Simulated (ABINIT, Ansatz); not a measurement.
# TaAl (Pm-3m): from the cell to the phonon bands

Aim: the phonon dispersion of TaAl (Pm-3m), checked by a second program.

Calculated with ABINIT 10.8.3; DFT LDA, scalar-relativistic, plane waves, PseudoDojo norm-conserving pseudopotentials.

The structure was built from a prototype and need not be the compound's stable phase.

## 1. Starting point

The structure is cubic, space group Pm-3m (No. 221). Conventional cell: a = 3.200 Å, b = 3.200 Å, c = 3.200 Å, α = 90.00°, β = 90.00°, γ = 90.00°. Nearest to Al lie 8 Ta at 2.77 Å. Ta has 8 Al at 2.77 Å nearest. Farther neighbours are not listed.

## 2. A first look

A first run with smearing and empty bands tells whether the crystal has a gap, which decides between fixed occupations and smearing later on.

probe.abi reads:

```
# ground state
tolvrs 1.0d-08
prtden 1
prtwf 1

# basis, mesh and filling
ecut 25.0
ngkpt 6 6 6
nshiftk 1
shiftk 0.0 0.0 0.0
istwfk *1
occopt 7
tsmear 0.005
nband 14
nstep 100
diemac 9.0
prtebands 0
prtgsr 0
useylm 1

# cell and atoms
acell 3*1.0 Angstrom
rprim 
    3.20022785 0.0 0.0
    0.0 3.20022785 0.0
    0.0 0.0 3.20022785
ntypat 2
znucl 13 73
natom 2
typat 1 2
xred 
    0.0 0.0 0.0
    0.5 0.5 0.5
pp_dirpath "./pseudo"
pseudos "Al.upf, Ta.upf"
```

Launch:

```console
$ OMP_NUM_THREADS=1 mpirun -n 4 abinit probe.abi > probe.log
```

Numbers of over 12 decimals in the logs are rounded to 6 here.

probe.abo, the main output file:

```text
[banners, grids, parts of the stress and lines that vanish by symmetry left out]
- input  file    -> probe.abi
- output file    -> probe.abo
- root for input  files -> probei
[...]
Symmetries : space group Pm -3 m (#221); Bravais cP (primitive cubic)
[...]
mpw =        1357          nfft =       27000          nkpt =          20
[...]
== DATASET  1 ==================================================================
[...]
cutoff_energies: {ecut:  25.0, pawecutdg:  -1.0, }
[...]
ETOT  1  -67.479708247933    -6.748E+01 1.290E-01 1.722E+01
 ETOT  2  -67.516872667572    -3.716E-02 2.478E-02 8.433E+00
 ETOT  3  -67.519155403541    -2.283E-03 2.645E-03 6.971E-03
 ETOT  4  -67.519157717194    -2.314E-06 4.637E-03 1.828E-04
 ETOT  5  -67.519157771611    -5.442E-08 6.351E-04 1.753E-06
 ETOT  6  -67.519157772023    -4.119E-10 1.493E-03 4.169E-08
 ETOT  7  -67.519157772036    -1.280E-11 1.241E-04 2.032E-10
 At SCF step    7       vres2   =  2.03E-10 < tolvrs=  1.00E-08 =>converged.
[...]
sigma(1 1)=  1.87242948E-04  sigma(3 2)=  0.00000000E+00
  sigma(2 2)=  1.87242948E-04  sigma(3 1)=  0.00000000E+00
  sigma(3 3)=  1.87242948E-04  sigma(2 1)=  0.00000000E+00
[...]
convergence: {deltae: -1.280E-11, res2:  2.032E-10, residm:  1.241E-04, diffor: null, }
etotal    :  -6.75191578E+01
[...]
sigma(1 1)=  1.87242948E-04  sigma(3 2)=  0.00000000E+00
  sigma(2 2)=  1.87242948E-04  sigma(3 1)=  0.00000000E+00
  sigma(3 3)=  1.87242948E-04  sigma(2 1)=  0.00000000E+00
[...]
- sigma(1 1)=  5.50887773E+00  sigma(3 2)=  0.00000000E+00
- sigma(2 2)=  5.50887773E+00  sigma(3 1)=  0.00000000E+00
- sigma(3 3)=  5.50887773E+00  sigma(2 1)=  0.00000000E+00
[...]
fcart     -0.0000000000E+00 -0.0000000000E+00 -0.0000000000E+00
           strten      1.8724294813E-04  1.8724294813E-04  1.8724294813E-04
================================================================================

[key lines of the parts left out:]
pressure_GPa:  -5.5089E+00
```

The job ended after 4.8 s (4 MPI ranks of Arm Neoverse V1, shared host).

This step gave:

```yaml
volume_per_atom: 16.39 Å³
pressure: -5.509 GPa
gap_on_the_k_mesh: 0 eV
```

No gap opens on this mesh, so smearing is kept; the printed pressure holds the stress of the finite basis too.

## 3. Rough relaxation

The typed start is rough, so a first relaxation with smearing and loose thresholds takes it towards rest cheaply.

prerelax.abi reads:

```
# relaxation
ionmov 2
optcell 2
dilatmx 1.15
chkdilatmx 0
ntime 40
tolmxf 3.0d-04
tolvrs 1.0d-10
prtwf 0
prtden 0
chksymtnons 0

# basis, mesh and filling
ecut 26.0
ecutsm 3.0
ngkpt 6 6 6
nshiftk 1
shiftk 0.0 0.0 0.0
istwfk *1
occopt 7
tsmear 0.005
nband 14
nstep 100
diemac 1000000.0
prtebands 0
prtgsr 0
useylm 1

# cell and atoms
acell 3*1.0 Angstrom
rprim 
    3.20022785 0.0 0.0
    0.0 3.20022785 0.0
    0.0 0.0 3.20022785
ntypat 2
znucl 13 73
natom 2
typat 1 2
xred 
    0.0 0.0 0.0
    0.5 0.5 0.5
pp_dirpath "./pseudo"
pseudos "Al.upf, Ta.upf"
```

Launch:

```console
$ OMP_NUM_THREADS=1 mpirun -n 4 abinit prerelax.abi > prerelax.log
```

prerelax.abo, the main output file:

```text
[banners, grids, parts of the stress and lines that vanish by symmetry left out]
- input  file    -> prerelax.abi
- output file    -> prerelax.abo
- root for input  files -> prerelaxi
[...]
Symmetries : space group Pm -3 m (#221); Bravais cP (primitive cubic)
[...]
mpw =        2176          nfft =       32768          nkpt =          20
[...]
== DATASET  1 ==================================================================
[...]
cutoff_energies: {ecut:  26.0, pawecutdg:  -1.0, }
[...]
ETOT  1  -67.485667439447    -6.749E+01 8.631E-02 2.086E+01
 ETOT  2  -67.517427777186    -3.176E-02 1.340E-02 7.415E+00
 ETOT  3  -67.519075046462    -1.647E-03 3.697E-03 1.514E-02
 ETOT  4  -67.519077725551    -2.679E-06 2.012E-03 3.351E-04
 ETOT  5  -67.519077804524    -7.897E-08 1.124E-03 5.060E-07
[...]
At SCF step    8       vres2   =  5.53E-13 < tolvrs=  1.00E-10 =>converged.
[...]
ETOT  6  -67.519734242307     1.165E-12 1.390E-08 5.146E-13
 At SCF step    6       vres2   =  5.15E-13 < tolvrs=  1.00E-10 =>converged.
[...]
sigma(1 1)=  1.11708164E-07  sigma(3 2)=  0.00000000E+00
  sigma(2 2)=  1.11708164E-07  sigma(3 1)=  0.00000000E+00
  sigma(3 3)=  1.11708164E-07  sigma(2 1)=  0.00000000E+00
[...]
convergence: {deltae:  1.165E-12, res2:  5.146E-13, residm:  1.390E-08, diffor: null, }
etotal    :  -6.75197342E+01
[...]
At Broyd/MD step   4, gradients are converged :
[...]
sigma(1 1)=  1.11708164E-07  sigma(3 2)=  0.00000000E+00
  sigma(2 2)=  1.11708164E-07  sigma(3 1)=  0.00000000E+00
  sigma(3 3)=  1.11708164E-07  sigma(2 1)=  0.00000000E+00
[...]
- sigma(1 1)=  3.28656765E-03  sigma(3 2)=  0.00000000E+00
- sigma(2 2)=  3.28656765E-03  sigma(3 1)=  0.00000000E+00
- sigma(3 3)=  3.28656765E-03  sigma(2 1)=  0.00000000E+00
[...]
fcart     -0.0000000000E+00 -0.0000000000E+00 -0.0000000000E+00
           strten      1.1170816379E-07  1.1170816380E-07  1.1170816381E-07
================================================================================

[key lines of the parts left out:]
pressure_GPa:  -3.2866E-03
Total energy (etotal) [Ha]= -6.75197342423074E+01
```

The job ended after 12 s (4 MPI ranks).

Step by step:

| step | energy less that of the first step (eV) | largest force (eV/Å) | volume (Å³) |
| --- | --- | --- | --- |
| 1 | 0.0000 | 0.0000 | 32.78 |
| 2 | -0.0130 | 0.0000 | 32.26 |
| 3 | -0.0179 | 0.0000 | 31.68 |
| 4 | -0.0179 | 0.0000 | 31.71 |

| conventional cell, symmetrised | before | after | change |
| --- | --- | --- | --- |
| a (Å) | 3.200 | 3.165 | -1.1 % |
| b (Å) | 3.200 | 3.165 | -1.1 % |
| c (Å) | 3.200 | 3.165 | -1.1 % |
| volume (Å³/atom) | 16.39 | 15.85 | -3.3 % |

Final coordinates:

```cif
data_structure
_symmetry_space_group_name_H-M 'P 1'
_symmetry_Int_Tables_number 1
_cell_length_a 3.1651
_cell_length_b 3.1651
_cell_length_c 3.1651
_cell_angle_alpha 90.000
_cell_angle_beta 90.000
_cell_angle_gamma 90.000
_cell_volume 31.71
loop_
_atom_site_label
_atom_site_type_symbol
_atom_site_fract_x
_atom_site_fract_y
_atom_site_fract_z
_atom_site_occupancy
Al1 Al 0.00000 0.00000 0.00000 1
Ta2 Ta 0.50000 0.50000 0.50000 1
```

This step gave:

| Property | Result |
| --- | --- |
| volume per atom | 15.85 Å³ |
| pressure | -0.003287 GPa |

The volume changes by -3.3 % in this run and stands -3.3 % from the first cell.

## 4. Relaxing the cell and atoms

The harmonic expansion needs vanishing forces, and a free crystal bears no stress, so cell and atoms are brought to rest. Stress is more sensitive to the basis than forces are: the last 3 Ha under the cutoff are smoothed with ecutsm, and the cutoff is raised above that of the later runs.

relax.abi reads:

```
# relaxation
ionmov 2
optcell 2
dilatmx 1.08
ntime 40
tolmxf 1.0d-05
tolvrs 1.0d-14
prtwf 0
prtden 0
chksymtnons 0

# basis, mesh and filling
ecut 32.0
ecutsm 3.0
ngkpt 8 8 8
nshiftk 1
shiftk 0.0 0.0 0.0
istwfk *1
occopt 3
tsmear 0.01
nband 14
nstep 100
diemac 1000000.0
prtebands 0
prtgsr 0
useylm 1

# cell and atoms
acell 3*1.0 Angstrom
rprim 
    3.165078108 0.0 0.0
    0.0 3.165078108 0.0
    0.0 0.0 3.165078108
ntypat 2
znucl 13 73
natom 2
typat 1 2
xred 
    0.0 0.0 0.0
    0.5 0.5 0.5
pp_dirpath "./pseudo"
pseudos "Al.upf, Ta.upf"
```

Launch:

```console
$ OMP_NUM_THREADS=1 mpirun -n 4 abinit relax.abi > relax.log
```

relax.abo, the main output file:

```text
[banners, grids, parts of the stress and lines that vanish by symmetry left out]
- input  file    -> relax.abi
- output file    -> relax.abo
- root for input  files -> relaxi
[...]
Symmetries : space group Pm -3 m (#221); Bravais cP (primitive cubic)
[...]
mpw =        2360          nfft =       46656          nkpt =          35
[...]
== DATASET  1 ==================================================================
[...]
cutoff_energies: {ecut:  32.0, pawecutdg:  -1.0, }
[...]
ETOT  1  -67.487368688982    -6.749E+01 1.204E-01 2.086E+01
 ETOT  2  -67.526991018422    -3.962E-02 2.676E-02 5.324E+00
 ETOT  3  -67.527784273824    -7.933E-04 5.054E-03 2.999E-02
 ETOT  4  -67.527789021671    -4.748E-06 4.293E-03 1.087E-04
 ETOT  5  -67.527789036711    -1.504E-08 1.179E-03 9.841E-07
[...]
At SCF step    9       vres2   =  4.56E-16 < tolvrs=  1.00E-14 =>converged.
[...]
sigma(1 1)= -3.71490134E-05  sigma(3 2)=  0.00000000E+00
  sigma(2 2)= -3.71490134E-05  sigma(3 1)=  0.00000000E+00
  sigma(3 3)= -3.71490134E-05  sigma(2 1)=  0.00000000E+00
[...]
convergence: {deltae: -1.123E-12, res2:  4.564E-16, residm:  4.158E-04, diffor: null, }
etotal    :  -6.75277890E+01
[...]
ETOT  1  -67.527624355472    -6.753E+01 2.093E-04 1.230E+00
[...]
At SCF step    8       vres2   =  1.39E-16 < tolvrs=  1.00E-14 =>converged.
[...]
sigma(1 1)= -1.81626086E-05  sigma(3 2)=  0.00000000E+00
  sigma(2 2)= -1.81626086E-05  sigma(3 1)=  0.00000000E+00
  sigma(3 3)= -1.81626086E-05  sigma(2 1)=  0.00000000E+00
[...]
convergence: {deltae: -1.819E-12, res2:  1.386E-16, residm:  4.500E-05, diffor: null, }
etotal    :  -6.75278088E+01
[...]
ETOT  1  -67.527643100472    -6.753E+01 2.881E-05 1.144E+00
[...]
At SCF step    8       vres2   =  1.26E-16 < tolvrs=  1.00E-14 =>converged.
[...]
sigma(1 1)= -1.40897192E-07  sigma(3 2)=  0.00000000E+00
  sigma(2 2)= -1.40897192E-07  sigma(3 1)=  0.00000000E+00
  sigma(3 3)= -1.40897192E-07  sigma(2 1)=  0.00000000E+00
[...]
convergence: {deltae: -8.669E-13, res2:  1.262E-16, residm:  1.815E-05, diffor: null, }
etotal    :  -6.75278151E+01
[...]
ETOT  1  -67.527815123275    -6.753E+01 1.392E-05 7.030E-05
[...]
ETOT  5  -67.527815133859    -3.268E-13 2.758E-06 4.500E-13
 ETOT  6  -67.527815133855     3.993E-12 6.284E-06 6.535E-16
 At SCF step    6       vres2   =  6.54E-16 < tolvrs=  1.00E-14 =>converged.
[...]
sigma(1 1)= -5.39992787E-10  sigma(3 2)=  0.00000000E+00
  sigma(2 2)= -5.39992789E-10  sigma(3 1)=  0.00000000E+00
  sigma(3 3)= -5.39992783E-10  sigma(2 1)=  0.00000000E+00
[...]
convergence: {deltae:  3.993E-12, res2:  6.535E-16, residm:  6.284E-06, diffor: null, }
etotal    :  -6.75278151E+01
[...]
At Broyd/MD step   4, gradients are converged :
[...]
sigma(1 1)= -5.39992787E-10  sigma(3 2)=  0.00000000E+00
  sigma(2 2)= -5.39992789E-10  sigma(3 1)=  0.00000000E+00
  sigma(3 3)= -5.39992783E-10  sigma(2 1)=  0.00000000E+00
[...]
- sigma(1 1)= -1.58871363E-05  sigma(3 2)=  0.00000000E+00
- sigma(2 2)= -1.58871364E-05  sigma(3 1)=  0.00000000E+00
- sigma(3 3)= -1.58871362E-05  sigma(2 1)=  0.00000000E+00
[...]
fcart     -0.0000000000E+00 -0.0000000000E+00 -0.0000000000E+00
           strten     -5.3999278746E-10 -5.3999278920E-10 -5.3999278313E-10
================================================================================

[key lines of the parts left out:]
pressure_GPa:   1.5887E-05
Total energy (etotal) [Ha]= -6.75278151338552E+01
```

Elapsed: 32 s, on 4 MPI ranks; 2.1 min of CPU time.

Step by step:

| step | energy less that of the first step (eV) | largest force (eV/Å) | volume (Å³) |
| --- | --- | --- | --- |
| 1 | 0.0000 | 0.0000 | 31.71 |
| 2 | -0.0005 | 0.0000 | 31.81 |
| 3 | -0.0007 | 0.0000 | 31.92 |
| 4 | -0.0007 | 0.0000 | 31.92 |

| conventional cell, symmetrised | before | after | change |
| --- | --- | --- | --- |
| a (Å) | 3.165 | 3.172 | +0.2 % |
| b (Å) | 3.165 | 3.172 | +0.2 % |
| c (Å) | 3.165 | 3.172 | +0.2 % |
| volume (Å³/atom) | 15.85 | 15.96 | +0.7 % |

The relaxed structure:

```cif
data_structure
_symmetry_space_group_name_H-M 'P 1'
_symmetry_Int_Tables_number 1
_cell_length_a 3.1720
_cell_length_b 3.1720
_cell_length_c 3.1720
_cell_angle_alpha 90.000
_cell_angle_beta 90.000
_cell_angle_gamma 90.000
_cell_volume 31.92
loop_
_atom_site_label
_atom_site_type_symbol
_atom_site_fract_x
_atom_site_fract_y
_atom_site_fract_z
_atom_site_occupancy
Al1 Al 0.00000 0.00000 0.00000 1
Ta2 Ta 0.50000 0.50000 0.50000 1
```

Read from the output:

```yaml
volume_per_atom: 15.96 Å³
pressure: 1.59e-5 GPa
```

The volume changes by +0.7 % in this run and stands -2.6 % from the first cell.

## 5. Ground state

First-order wavefunctions inherit every error of the ground state, hence the very tight tolvrs. Smearing stays on, as the first look found no gap above 0.3 eV.

gs.abi reads:

```
# ground state
tolvrs 1.0d-16
prtden 1
prtwf 1

# basis, mesh and filling
ecut 25.0
ngkpt 8 8 8
nshiftk 1
shiftk 0.0 0.0 0.0
istwfk *1
occopt 3
tsmear 0.01
nband 14
nstep 100
diemac 1000000.0
prtebands 0
prtgsr 0
useylm 1

# cell and atoms
acell 3*1.0 Angstrom
rprim 
    3.172028644 0.0 0.0
    0.0 3.172028644 0.0
    0.0 0.0 3.172028644
ntypat 2
znucl 13 73
natom 2
typat 1 2
xred 
    0.0 0.0 0.0
    0.5 0.5 0.5
pp_dirpath "./pseudo"
pseudos "Al.upf, Ta.upf"
```

Launch:

```console
$ OMP_NUM_THREADS=1 mpirun -n 4 abinit gs.abi > gs.log
```

gs.abo, the main output file:

```text
[banners, grids, parts of the stress and lines that vanish by symmetry left out]
- input  file    -> gs.abi
- output file    -> gs.abo
- root for input  files -> gsi
[...]
Symmetries : space group Pm -3 m (#221); Bravais cP (primitive cubic)
[...]
mpw =        1328          nfft =       27000          nkpt =          35
[...]
== DATASET  1 ==================================================================
[...]
cutoff_energies: {ecut:  25.0, pawecutdg:  -1.0, }
[...]
ETOT  1  -67.490515408003    -6.749E+01 1.255E-01 1.466E+01
 ETOT  2  -67.526205748846    -3.569E-02 2.161E-02 5.437E+00
 ETOT  3  -67.527637590132    -1.432E-03 9.647E-03 1.494E-02
 ETOT  4  -67.527640570672    -2.981E-06 4.344E-03 2.835E-04
 ETOT  5  -67.527640651832    -8.116E-08 5.475E-03 5.665E-07
[...]
ETOT  9  -67.527640651966     2.657E-12 2.115E-04 7.827E-16
 ETOT 10  -67.527640651967    -4.121E-13 1.393E-04 3.252E-19
 At SCF step   10       vres2   =  3.25E-19 < tolvrs=  1.00E-16 =>converged.
[...]
sigma(1 1)=  1.09492995E-05  sigma(3 2)=  0.00000000E+00
  sigma(2 2)=  1.09492995E-05  sigma(3 1)=  0.00000000E+00
  sigma(3 3)=  1.09492995E-05  sigma(2 1)=  0.00000000E+00
[...]
convergence: {deltae: -4.121E-13, res2:  3.252E-19, residm:  1.393E-04, diffor: null, }
etotal    :  -6.75276407E+01
[...]
sigma(1 1)=  1.09492995E-05  sigma(3 2)=  0.00000000E+00
  sigma(2 2)=  1.09492995E-05  sigma(3 1)=  0.00000000E+00
  sigma(3 3)=  1.09492995E-05  sigma(2 1)=  0.00000000E+00
[...]
- sigma(1 1)=  3.22139514E-01  sigma(3 2)=  0.00000000E+00
- sigma(2 2)=  3.22139514E-01  sigma(3 1)=  0.00000000E+00
- sigma(3 3)=  3.22139514E-01  sigma(2 1)=  0.00000000E+00
[...]
fcart     -0.0000000000E+00 -0.0000000000E+00 -0.0000000000E+00
           strten      1.0949299533E-05  1.0949299533E-05  1.0949299533E-05
================================================================================

[key lines of the parts left out:]
pressure_GPa:  -3.2214E-01
```

Wall time 8 s (4 MPI ranks); 32 s of CPU time.

This step gave:

* pressure: -0.3221 GPa

The cell stands at -0.32 GPa: the relaxation ran with a smoothed and higher cutoff, and the difference is a stress of the finite basis.

[end of part 1 of 4]

[Host names and launcher messages were left out of these logs when they were recorded.]

[Logs are printed without paths, hosts, clocks, repeated set-up lines and the standing remarks that a program may print on its own settings, such as how far it seeks lower states.]

[Hosts, paths, dates, database ids (printed as entryN), source tags and the programs' standing remarks are cut or masked in the printed files.]
